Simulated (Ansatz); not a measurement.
An input for Ansatz 0.2.0 (CsSnI3 (P4/mbm)):

```yaml
crystal:
  lattice:
    - [8.7182, 0.0, 0.0]
    - [0.0, 8.7182, 0.0]
    - [0.0, 0.0, 6.1908]
  atoms:
    - { symbol: Cs, position: [0.5, 0.0, 0.0] }
    - { symbol: Cs, position: [0.0, 0.5, 0.0] }
    - { symbol: Sn, position: [0.0, 0.0, 0.5] }
    - { symbol: Sn, position: [0.5, 0.5, 0.5] }
    - { symbol: I, position: [0.0, 0.0, 0.0] }
    - { symbol: I, position: [0.5, 0.5, 0.0] }
    - { symbol: I, position: [0.7763, 0.2763, 0.5] }
    - { symbol: I, position: [0.7237, 0.7763, 0.5] }
    - { symbol: I, position: [0.2237, 0.7237, 0.5] }
    - { symbol: I, position: [0.2763, 0.2237, 0.5] }
kpoints:
  mp_grid: { grid: [2, 2, 2] }
hamiltonian:
  xc: lda
scf:
  occupations: { method: fixed }
gw:
  n_empty_bands: 496
  ecut_chi: 60
  qp_bands: [v3, c3]
  qp_kpoints: band_edges
  screening: { model: contour_deformation }
```

```sh
ansatz run input.yaml --threads 3 --pin off --max-ram 92160MiB --backend cuda --events-out ev --progress --plain --runs-dir out --devices 1 --max-vram 13GiB
```

How long will it take on 1 × NVIDIA H100 80GB HBM3 (shared by 6 runs) with 3 threads of AMD EPYC 7R13 (Zen 3), shared host, and how much memory?

It took 34 s; on shared hardware allow 17 s to 68 s. Peak host memory was 2.2 GiB. The sizes that set the cost: 9213 plane waves a state, 6 irreducible k points, 570 bands summed, 487 plane waves in the screening and 8 SCF cycles.

The screening grows as filled bands × empty bands × pairs of k points, times the square of the screening basis for the matrix.

[Paths, hosts, dates, memory and timing lines, banners, echoed tables and standing remarks are left out of the program output.]

[Logs are printed without paths, hosts, clocks, repeated set-up lines and the standing remarks that a program may print on its own settings, such as how far it seeks lower states.]

[Runs of the session that timed out or met a known fault of the program may be left out.]

[Cells called generated may have been cut or substituted from an entry of the Crystallography Open Database or the Materials Project.]

[Hosts, paths, dates, database ids (printed as entryN), source tags and the programs' standing remarks are cut or masked in the printed files.]
